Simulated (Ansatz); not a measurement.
# Quasiparticle gap of BaIBr (Pnma), part 2 of 2

Aim: the quasiparticle gap of BaIBr (Pnma), starting from PBEsol.

Ansatz 0.2.0; PBEsol, then G0W0 on it, plane waves, PAW. Known limits of the many-body steps: finite bands, screening cutoff and k mesh; no spin-orbit coupling in G0W0; screening cutoff under 40 eV in some runs.

So far. Step 2 (Bands along the symmetry lines): Over mesh and path the gap is 3.426 eV, direct, at k = Γ.

In doubt: masses and optical values from hybrid runs of this build are listed as unsure (in some of the runs), which bears on the screening that GW takes from such a start.

**3. The quasiparticle correction**

G0W0 replaces the xc potential by a self-energy built once from the orbitals of the start. Levels are corrected in the window of bands that the input names, at points of the mesh.

This step: G0W0 on PBEsol, plane waves, PAW.

input.yaml

```yaml
crystal:
  lattice:
    - [8.81446039, 0.0, 0.0]
    - [0.0, 5.12429103, 0.0]
    - [0.0, 0.0, 10.19167839]
  atoms:
    - { symbol: Ba, position: [0.72882454, 0.25, 0.37513703] }
    - { symbol: Ba, position: [0.27117546, 0.75, 0.62486297] }
    - { symbol: Ba, position: [0.77117546, 0.75, 0.87513703] }
    - { symbol: Ba, position: [0.22882454, 0.25, 0.12486297] }
    - { symbol: I, position: [0.47161056, 0.25, 0.83177655] }
    - { symbol: I, position: [0.52838944, 0.75, 0.16822345] }
    - { symbol: I, position: [0.02838944, 0.75, 0.33177655] }
    - { symbol: I, position: [0.97161056, 0.25, 0.66822345] }
    - { symbol: Br, position: [0.8564719, 0.25, 0.06668585] }
    - { symbol: Br, position: [0.1435281, 0.75, 0.93331415] }
    - { symbol: Br, position: [0.6435281, 0.75, 0.56668585] }
    - { symbol: Br, position: [0.3564719, 0.25, 0.43331415] }
kpoints:
  mp_grid: { grid: [2, 4, 2] }
hamiltonian:
  xc: pbesol
scf:
  occupations: { method: fixed }
gw:
  n_empty_bands: 1045
  ecut_chi: 100.0
  qp_bands: [v4, c4]
  qp_kpoints: band_edges
  screening: { model: contour_deformation }
```

Started as:

```
ansatz run input.yaml --threads 3 --pin off --max-ram 92160MiB --backend cuda --events-out ev --progress --plain --runs-dir out --devices 1 --max-vram 13GiB
```

Numbers of over 12 decimals in the logs are rounded to 6 here.

The program printed:

```text
GPUs: using 1 of 1 available (devices: 1).
[...]
GPU FFT provider: cuFFT
GPU libraries: cuBLAS 13.8.2, cuFFT 12.4.0, cuSOLVER 12.3.4
Crystal: 12 atoms, lattice volume = 460.336 Å³
Basis set: ecut = 420 eV, 8947 PW (Γ)
Bands: 82, of which v1, the nominal top of the filled ones, is band 68 counted from 1 (67 counted from 0)
Symmetry: 8 space group operations
[...]
k-points: 12 of 16
[...]
GPU buffer pool allocated for 155520 grid points (all kernels)
[...]
SCF iter   1: F=—  HF=-64150.224709 eV  |F-HF|=—  |Δ(HF+E_count)|=         —  Δρ=2.04e-3  dr2=2.70e-2  ethr=1.77e-3  ⟨swp⟩=8.5  Hψ=4318  notcnv=0  defer=134
[...]
SCF iter   6: F=-64150.224443 eV  HF=-64150.224443 eV  |F-HF|=3.40e-8  |Δ(HF+E_count)|=   6.05e-7  Δρ=2.03e-6  dr2=2.46e-8  ethr=7.35e-11  ⟨swp⟩=18.2  Hψ=6380  notcnv=0
SCF 1 converged in 6 iterations: F = -64150.224443 eV  dr2 = 2.46e-8
[...]
NSCF: frozen V_eff on 12 k-points
the band table was solved once the SCF had ended and its energy, with any forces and stress, was formed, with the checks that follow a solve (4418 applications of the Hamiltonian). They found nothing against the state; the energy, forces and stress were not computed again (output.eigenvalues in the input reference)
[...]
G₀W₀ screening: q 1/12
[... further progress lines ...]
SCF converged after 6 iterations
Free energy (F): -64150.224443 eV
[...]
Internal energy: -64150.224443 eV  (E = F + TS)
E sigma→0 (E₀):  -64150.224443 eV
Fermi energy:    4.916338 eV
[...]
--- Band table (eV; the first three rows and the last of 12) ---
  k-point 0: bands = [... 64 lower, 4.5989, 4.7335, 4.7886, 4.9163, 8.3422, 8.9126, 8.9464, 9.0954, ... 10 higher]
  k-point 1: bands = [... 64 lower, 4.5100, 4.5100, 4.6709, 4.6709, 8.8052, 8.8052, 9.0748, 9.0748, ... 10 higher]
  k-point 2: bands = [... 64 lower, 4.3582, 4.4615, 4.5454, 4.7054, 8.9014, 9.3090, 9.4642, 9.6222, ... 10 higher]
  k-point 11: bands = [... 64 lower, 4.5344, 4.5344, 4.5344, 4.5344, 9.8385, 9.8385, 9.8385, 9.8385, ... 10 higher]
--- G₀W₀: contour deformation, 6 samples at zero and on the imaginary axis and 1 off it, 16 q-points, 1045 empty bands' worth ---
  eigenvalues of the whole cell's RPA ε∞ on this k-mesh (on a slab, of 1 + 4πα/V) = 3.8274, 3.8371, 3.8375; static W/v taken at q = 0 is 0.260808
  bands read: the sum over 1113 bands ends inside a degenerate multiplet in 10 slots, whose members it reads at an even weight; the widest, k=10: bands 1113 to 1116 (counted from 1) at 1/4 each
  gw.qp_kpoints: band_edges: 12 of 12 stored k-points solved, in 1 pass; an edge of the gap read off the rows below is read off those points alone
    ik  band        ε_KS         Σx   Σc(E_QP)       V_xc       Z   E_QP_lin       E_QP  E_QP is
     0    65      4.5989   -17.4836     1.8545   -14.5324  0.7863     3.4854     3.5023  root
     0    66      4.7335   -18.2003     1.8932   -15.2198  0.7881     3.6304     3.6463  root
     0    67      4.7886   -18.2784     1.9151   -15.2780  0.7877     3.6875     3.7033  root
     0    68      4.9163   -18.0505     1.8357   -15.1400  0.7888     3.8262     3.8416  root
     0    69      8.3422    -5.0541    -3.6035    -9.2998  0.8221     8.9888     8.9844  root
     0    70      8.9126    -5.9215    -3.6788   -10.2940  0.8272     9.6112     9.6063  root
     0    71      8.9464    -5.5592    -3.7468   -10.0210  0.8182     9.6673     9.6614  root
     0    72      9.0954    -5.4262    -3.7580    -9.8882  0.8178     9.8052     9.7994  root
     1    65      4.5100   -17.8192     1.9158   -14.8000  0.7863     3.3895     3.4066  root
     1    66      4.5100   -17.8192     1.9158   -14.8000  0.7863     3.3895     3.4066  root
     1    67      4.6709   -18.1607     1.9405   -15.1243  0.7867     3.5585     3.5750  root
     1    68      4.6709   -18.1607     1.9405   -15.1243  0.7867     3.5585     3.5750  root
     1    69      8.8052    -5.4321    -3.7277    -9.8569  0.8177     9.5078     9.5023  root
     1    70      8.8052    -5.4321    -3.7277    -9.8569  0.8177     9.5078     9.5023  root
     1    71      9.0748    -5.4500    -3.7648    -9.9287  0.8175     9.7945     9.7886  root
     1    72      9.0748    -5.4500    -3.7648    -9.9287  0.8175     9.7945     9.7886  root
     2    65      4.3582   -18.1089     2.0692   -14.9215  0.7834     3.2219     3.2400  root
     2    66      4.4615   -17.1034     1.8373   -14.1601  0.7857     3.3379     3.3555  root
     2    67      4.5454   -17.7694     1.9147   -14.7528  0.7861     3.4265     3.4436  root
     2    68      4.7054   -17.5976     1.8513   -14.6542  0.7870     3.5967     3.6134  root
     2    69      8.9014    -5.4467    -3.7534    -9.9093  0.8179     9.6163     9.6105  root
     2    70      9.3090    -5.8070    -3.9272   -10.5251  0.8139    10.1076    10.0999  root
     2    71      9.4642    -5.8614    -3.9208   -10.5757  0.8133    10.2655    10.2576  root
     2    72      9.6222    -5.9819    -3.9234   -10.7151  0.8143    10.4400    10.4319  root
     3    65      4.4817   -17.7271     1.9393   -14.6790  0.7853     3.3555     3.3731  root
     3    66      4.4817   -17.7271     1.9393   -14.6790  0.7853     3.3555     3.3731  root
     3    67      4.7280   -17.9182     1.8738   -14.9555  0.7875     3.6229     3.6391  root
     3    68      4.7280   -17.9182     1.8738   -14.9555  0.7875     3.6229     3.6391  root
     3    69      9.2295    -5.6746    -3.8556   -10.2880  0.8151     9.9944     9.9875  root
     3    70      9.2295    -5.6746    -3.8556   -10.2880  0.8151     9.9944     9.9875  root
     3    71      9.5058    -5.8990    -3.9262   -10.6276  0.8136    10.3162    10.3082  root
     3    72      9.5058    -5.8990    -3.9262   -10.6276  0.8136    10.3162    10.3082  root
     4    65      4.3665   -17.2577     1.9022   -14.2358  0.7850     3.2284     3.2469  root
     4    66      4.3665   -17.2577     1.9022   -14.2358  0.7850     3.2284     3.2469  root
     4    67      4.5024   -17.9406     2.0042   -14.8243  0.7844     3.3727     3.3904  root
     4    68      4.5024   -17.9406     2.0042   -14.8243  0.7844     3.3727     3.3904  root
     4    69      9.4905    -6.0400    -3.8900   -10.7273  0.8148    10.2954    10.2878  root
     4    70      9.4905    -6.0400    -3.8900   -10.7273  0.8148    10.2954    10.2878  root
     4    71      9.6390    -5.9687    -3.9105   -10.6839  0.8143    10.4517    10.4438  root
     4    72      9.6390    -5.9687    -3.9105   -10.6839  0.8143    10.4517    10.4438  root
[...]
10    69      9.7221    -6.1607    -3.9726   -10.9653  0.8122    10.5627    10.5540  root
    10    70      9.7221    -6.1607    -3.9726   -10.9653  0.8122    10.5627    10.5540  root
    10    71      9.7221    -6.1607    -3.9726   -10.9653  0.8122    10.5627    10.5540  root
    10    72      9.7221    -6.1607    -3.9726   -10.9653  0.8122    10.5627    10.5540  root
    11    65      4.5344   -17.7227     1.9296   -14.6901  0.7856     3.4141     3.4313  root
    11    66      4.5344   -17.7227     1.9296   -14.6901  0.7856     3.4141     3.4313  root
    11    67      4.5344   -17.7227     1.9296   -14.6901  0.7856     3.4141     3.4313  root
    11    68      4.5344   -17.7227     1.9296   -14.6901  0.7856     3.4141     3.4313  root
    11    69      9.8385    -6.1927    -3.9826   -11.0124  0.8113    10.6846    10.6756  root
    11    70      9.8385    -6.1927    -3.9826   -11.0124  0.8113    10.6846    10.6756  root
    11    71      9.8385    -6.1927    -3.9826   -11.0124  0.8113    10.6846    10.6756  root
    11    72      9.8385    -6.1927    -3.9826   -11.0124  0.8113    10.6846    10.6756  root
```

It took 95 s on 1 × NVIDIA H100 80GB HBM3 (shared by 6 runs) with 3 threads of AMD EPYC 7R13 (Zen 3), shared host; peak memory 5.2 GiB; 3 min of CPU time.

This step gave:

| Property | Result |
| --- | --- |
| bands summed | 1113 |
| RPA ε∞ on this mesh (eigenvalues) | 3.827, 3.837, 3.838 |
| plane waves in the screening matrix | 1035 |
| q-points in the mesh | 16 |
| G0W0 gap over the corrected points | 5.143 eV |
| k of the valence top | 0, 0, 0 |
| k of the conduction bottom | 0, 0, 0 |
| starting gap on the mesh | 3.426 eV |
| Z at the valence top | 0.7888 |
| Z at the conduction bottom | 0.8221 |
| least direct G0W0 gap over the corrected points | 5.143 eV |

Over all 12 irreducible mesh points the G0W0 gap is 5.143 eV, direct, at k = Γ. The PBEsol gap of this run on the mesh is 3.426 eV. The two states that bound the G0W0 gap lie that far apart at the start, so the correction of the gap is 5.143 − 3.426 = +1.717 eV. The start of this run differs from the step before in mesh (4×4×2 and 2×4×2).

Labels follow the order of the start: v1 is the top filled band, c1 the lowest empty one; levels that stay degenerate share a row, the window can cut a multiplet, doubted levels are not marked in this list, bands outside the window were not corrected, and the list may be a part of the corrected levels. The levels before and after the correction (eV, zero at the valence-band top of each column):

```csv
,conduction bottom,valence top
Kohn-Sham,3.43,0.00
G0W0,5.14,0.00
```

```csv
,level,occupation,energy (eV)
Kohn-Sham,Γ v4,2,-0.317
Kohn-Sham,Γ v3,2,-0.183
Kohn-Sham,Γ v2,2,-0.128
Kohn-Sham,Γ v1,2,0.000
Kohn-Sham,Γ c1,0,3.426
Kohn-Sham,Γ c2,0,3.996
Kohn-Sham,Γ c3,0,4.030
Kohn-Sham,Γ c4,0,4.179
G0W0,Γ v4,2,-0.339
G0W0,Γ v3,2,-0.195
G0W0,Γ v2,2,-0.138
G0W0,Γ v1,2,0.000
G0W0,Γ c1,0,5.143
G0W0,Γ c2,0,5.765
G0W0,Γ c3,0,5.820
G0W0,Γ c4,0,5.958
```

The parts of the quasiparticle energy for the two states that bound the G0W0 gap, in eV on the run's own scale (QP = start + Σx + Σc − Vxc, with Σc at the quasiparticle energy):

```csv
edge,k,band,start,Σx,Σc,Vxc,Z,QP
valence top,Γ,68,4.916,−18.050,1.836,−15.140,0.789,3.842
conduction bottom,Γ,69,8.342,−5.054,−3.603,−9.300,0.822,8.984
```

**4. Spin-orbit coupling in PBEsol**

This run has two-component orbitals with spin-orbit coupling.

This step: DFT, PBEsol with spin-orbit coupling, plane waves, PAW.

input.yaml, the sections that differ from step 3:

```yaml
kpoints:
  mp_grid: { grid: [4, 4, 2] }
  band_path:
    path:
      - [0.0, 0.0, 0.0]
      - [0.5, 0.0, 0.0]
      - [0.5, 0.5, 0.0]
      - [0.0, 0.5, 0.0]
      - [0.0, 0.0, 0.5]
      - [0.5, 0.0, 0.5]
      - [0.5, 0.5, 0.5]
      - [0.0, 0.5, 0.5]
    npoints: 1
scf:
  occupations: { method: fixed }
  n_extra_bands: 16
magnetization:
  noncollinear: true
  spin_orbit: true
output:
  eigenvalues: true
  forces: true
  stress: true
# crystal, hamiltonian: as in step 3
# gw: removed
```

The program printed:

```text
[...]
GPUs: using 1 of 1 available (devices: 1).
[...]
non-collinear run that drives no moment, with spin-orbit: no starting moment large enough to seed its density (crystal.atoms[].spin), no starting occupations that ask for one, no magnetisation constraint and no magnetic field, so the semilocal B_xc is pinned to zero
[...]
GPU FFT provider: cuFFT
GPU libraries: cuBLAS 13.8.2, cuFFT 12.4.0, cuSOLVER 12.3.4
Crystal: 12 atoms, lattice volume = 460.336 Å³
Basis set: ecut = 420 eV, 8947 PW (Γ), exchange–correlation on 120×72×144 points (8 copies of the dense FFT grid, shifted against one another)
Bands: 152, of which v1, the nominal top of the filled ones, is band 136 counted from 1 (135 counted from 0)
Symmetry: 8 space group operations + 8 with time reversal
[...]
k-points: 18 of 32
Projection manifold: j_resolved (fully-relativistic pseudo-atomic orbitals)
[...]
GPU buffer pool allocated for 155520 grid points (all kernels)
[...]
SCF iter   1: F=—  HF=-64188.734870 eV  |F-HF|=—  |Δ(HF+E_count)|=         —  Δρ=3.65e-2  dr2=1.77e1  dr2_m=0.00e0 (ungated)  ethr=3.10e-3  |M|=0.00e0 ∫|m|=0.00e0 μB  |m|>n=0.0e0 m-floor=0.0e0 τ_xc=0.0e0  β_m=0.30  ⟨swp⟩=13.9  Hψ=7524  notcnv=0  defer=240
[...]
spin=Noncollinear: Resta preconditioning applied to the charge; magnetization (m_x, m_y, m_z) channels mix plain (no charge-response kernel on spin).
[...]
site 10: m = (+0.0000, +0.0000, +0.0000) μB, |m| = 0.0000 μB  (R = 1.36 Å)
  site 11: m = (+0.0000, +0.0000, +0.0000) μB, |m| = 0.0000 μB  (R = 1.36 Å)
Free energy (F): -64182.172140 eV
[...]
Internal energy: -64182.172140 eV  (E = F + TS)
E sigma→0 (E₀):  -64182.172140 eV
Fermi energy:    5.183498 eV
[...]
--- Forces (eV/Å), atoms counted from 1 ---
  atom   1  Ba    -0.02955745     0.00000000     0.03368469
  atom   2  Ba     0.02955745    -0.00000000    -0.03368469
  atom   3  Ba     0.02955745    -0.00000000     0.03368469
  atom   4  Ba    -0.02955745    -0.00000000    -0.03368469
  atom   5  I     -0.00311560    -0.00000000    -0.00119708
  atom   6  I      0.00311560     0.00000000     0.00119708
  atom   7  I      0.00311560    -0.00000000    -0.00119708
  atom   8  I     -0.00311560     0.00000000     0.00119708
  atom   9  Br     0.01148125    -0.00000000    -0.01286336
  atom  10  Br    -0.01148125     0.00000000     0.01286336
  atom  11  Br    -0.01148125     0.00000000    -0.01286336
  atom  12  Br     0.01148125    -0.00000000     0.01286336
  max |Σ_I F_I| component: 5.20e-18 eV/Å
--- Stress (GPa, compression-positive) ---
       -1.713190       0.000000      -0.000000
        0.000000      -1.749432      -0.000000
       -0.000000      -0.000000      -1.812882
  P = ⅓ Tr σ = -1.7585 GPa (-17.585 kbar)
--- Band table (eV; the first three rows and the last of 18) ---
  k-point 0: bands = [... 132 lower, 5.0645, 5.0645, 5.1835, 5.1835, 8.3416, 8.3416, 8.9149, 8.9149, ... 12 higher]
  k-point 1: bands = [... 132 lower, 4.8949, 4.8949, 4.8949, 4.8949, 8.8040, 8.8040, 8.8040, 8.8040, ... 12 higher]
  k-point 2: bands = [... 132 lower, 4.6469, 4.6469, 4.9317, 4.9317, 8.9012, 8.9012, 9.3086, 9.3086, ... 12 higher]
  k-point 17: bands = [... 132 lower, 4.6665, 4.6665, 4.6665, 4.6665, 9.8224, 9.8224, 9.8224, 9.8224, ... 12 higher]
[key lines of the parts left out:]
SCF converged after 9 iterations
Magnetization: |M| = 0.0000 μB,  M = (+0.0000, +0.0000, +0.0000) μB
```

Run time: 16 s. Hardware: 1 × NVIDIA H100 80GB HBM3 (shared by 6 runs) with 3 threads; peak memory 1.5 GiB.

Numbers from this step:

```yaml
pressure: -1.759 GPa
gap: 3.158 eV
valence_top_at: Γ
conduction_bottom_at: Γ
least_direct_gap: 3.158 eV
```

Over mesh and listed points the gap is 3.158 eV, direct, at k = Γ. PBEsol+SOC against PBEsol: 3.158 − 3.426 = −0.268 eV, with the same mesh, set of files (read in its fully relativistic form for the spin-orbit run) and cutoff, and both edges at the same k points. The spin-orbit run sees mesh and listed points alone, so its gap is an upper bound: the coupling can move an edge off these points, and the change over the zone, its sign included where it is small, is not known.

**5. The runs together**

Each gap is the least one over the points named; times are wall times on shared hosts, not benchmarks. A G0W0 time includes the run's own self-consistent start. Runs with listed points see these and the mesh alone, so an edge that moves elsewhere is missed. Rows marked * are further runs, not shown as steps, whose inputs differ from the G0W0 step on the same start in the columns given; solver thresholds can differ too.

```csv
level,mesh,"files, cutoff","bands summed, screening",points,gap (eV),valence top,conduction bottom,least direct gap (eV),time
PBEsol,4×4×2,"soft_2 PAW, 420 eV",-,mesh and path,3.426,Γ,Γ,3.426,21 s
PBEsol+SOC,4×4×2,"soft_2 PAW, 420 eV",-,mesh and listed points,3.158,Γ,Γ,3.158,16 s
G0W0@PBEsol*,2×4×2,"soft_2 PAW, 420 eV","239, 30 eV",all 12 irreducible mesh points,4.891,Γ,Γ,4.891,34 s
G0W0@PBEsol*,2×4×2,"soft_2 PAW, 420 eV","553, 60 eV",all 12 irreducible mesh points,4.973,Γ,Γ,4.973,54 s
G0W0@PBEsol,2×4×2,"soft_2 PAW, 420 eV","1113, 100 eV",all 12 irreducible mesh points,5.143,Γ,Γ,5.143,95 s
G0W0@PBEsol*,2×2×2,"soft_2 PAW, 420 eV","553, 60 eV",all 8 irreducible mesh points,4.950,Γ,Γ,4.950,36 s
G0W0@PBEsol*,2×4×2,"soft_2 PAW, 420 eV","1113, 100 eV, plasmon pole",all 12 irreducible mesh points,5.140,Γ,Γ,5.140,3.1 min
```

**6. Outcome**

| Item | Value |
| --- | --- |
| PBEsol gap over mesh and path | 3.426 eV, direct, at k = Γ |
| G0W0@PBEsol gap over all 12 irreducible mesh points | 5.143 eV, direct, at k = Γ |
| PBEsol+SOC gap over mesh and listed points | 3.158 eV |
| GW settings | 2×4×2 mesh, 1045 empty bands, screening to 100 eV |
| known limits | finite bands, screening cutoff and k mesh; no spin-orbit coupling in G0W0; screening cutoff under 40 eV in some runs |

What this shows: Over all 12 irreducible mesh points the G0W0 gap is 5.143 eV, direct, at k = Γ. The PBEsol gap of this run on the mesh is 3.426 eV. The two states that bound the G0W0 gap lie that far apart at the start, so the correction of the gap is 5.143 − 3.426 = +1.717 eV. The valence state moves by 3.842 − 4.916 = −1.074 eV and the conduction state by 8.984 − 8.342 = +0.642 eV, on the run's own scale; with 239 bands the edge states move by −0.385 and +1.080 eV, so the split between the edges depends on the bands and cutoff. Both edges that PBEsol shows over mesh and path lie at k points where levels were corrected. Levels at other points were not corrected, so a lower G0W0 gap elsewhere in the zone is not ruled out. From 239 bands and 30 eV to 1113 bands and 100 eV the gap moves by 5.143 − 4.891 = +0.252 eV (rung by rung 4.891, 4.973, 5.143 eV); bands and screening cutoff rise together, so their parts are not told apart. A line in one over the bands through the two highest rungs gives 5.143 + (5.143 − 4.973) × 553 / (1113 − 553) = 5.311 eV, and through the pair below 4.973 + (4.973 − 4.891) × 239 / (553 − 239) = 5.035 eV. The two differ by 0.276 eV, not under the 0.030 eV asked, so the law does not hold well over these rungs and the limit is not known. With the 2×2×2 mesh in place of the 2×4×2 mesh and all else as in the G0W0@PBEsol row with 553 bands, the gap differs by 4.950 − 4.973 = −0.023 eV, and that of the start by 3.423 − 3.426 = −0.003 eV. With the plasmon pole model in place of the contour deformation model and all else as in the G0W0@PBEsol row with 1113 bands, the gap differs by 5.140 − 5.143 = −0.003 eV. G0W0 on other starts in this series, not shown as steps and not all at these settings: 5.469 eV on r2SCAN (2×4×2, soft_2 PAW, 1113 bands, 100 eV) and 5.613 eV on HSE06 (2×4×2, soft_2 PAW, 1113 bands, 100 eV). PBEsol+SOC against PBEsol: 3.158 − 3.426 = −0.268 eV, with the same mesh, set of files (read in its fully relativistic form for the spin-orbit run) and cutoff, and both edges at the same k points. The spin-orbit run sees mesh and listed points alone, so its gap is an upper bound: the coupling can move an edge off these points, and the change over the zone, its sign included where it is small, is not known. What spin-orbit coupling does to the G0W0 levels was not computed, so no sum with the G0W0 gap is formed. The G0W0 runs are scalar-relativistic. G0W0@PBEsol runs of this series with other atomic data on the same mesh, not shown as steps, give 5.226 eV (hard PAW, 680 eV, 1637 bands, screening to 130 eV); where bands and cutoffs differ too, the part of the files is not isolated. A screening cutoff under 40 eV is crude: G0W0@PBEsol with 239 bands at 30 eV.

[Paths, hosts, dates, memory and timing lines, banners, echoed tables and standing remarks are left out of the program output.]

[Logs are printed without paths, hosts, clocks, repeated set-up lines and the standing remarks that a program may print on its own settings, such as how far it seeks lower states.]

[Runs of the session that timed out or met a known fault of the program may be left out.]

[Cells called generated may have been cut or substituted from an entry of the Crystallography Open Database or the Materials Project.]

[Hosts, paths, dates, database ids (printed as entryN), source tags and the programs' standing remarks are cut or masked in the printed files.]

[Where an RPA ε∞ is given, it is that of the G0W0 mesh and is not shown converged in it. Names of k-points follow the symmetry that the program found, which can be lower than the space group named. Band edges on a path are those of the sampled points; other points can move an edge, and change direct to indirect where valleys lie close.]

[Hybrid gaps are those of their k-mesh and are not shown converged in it.]
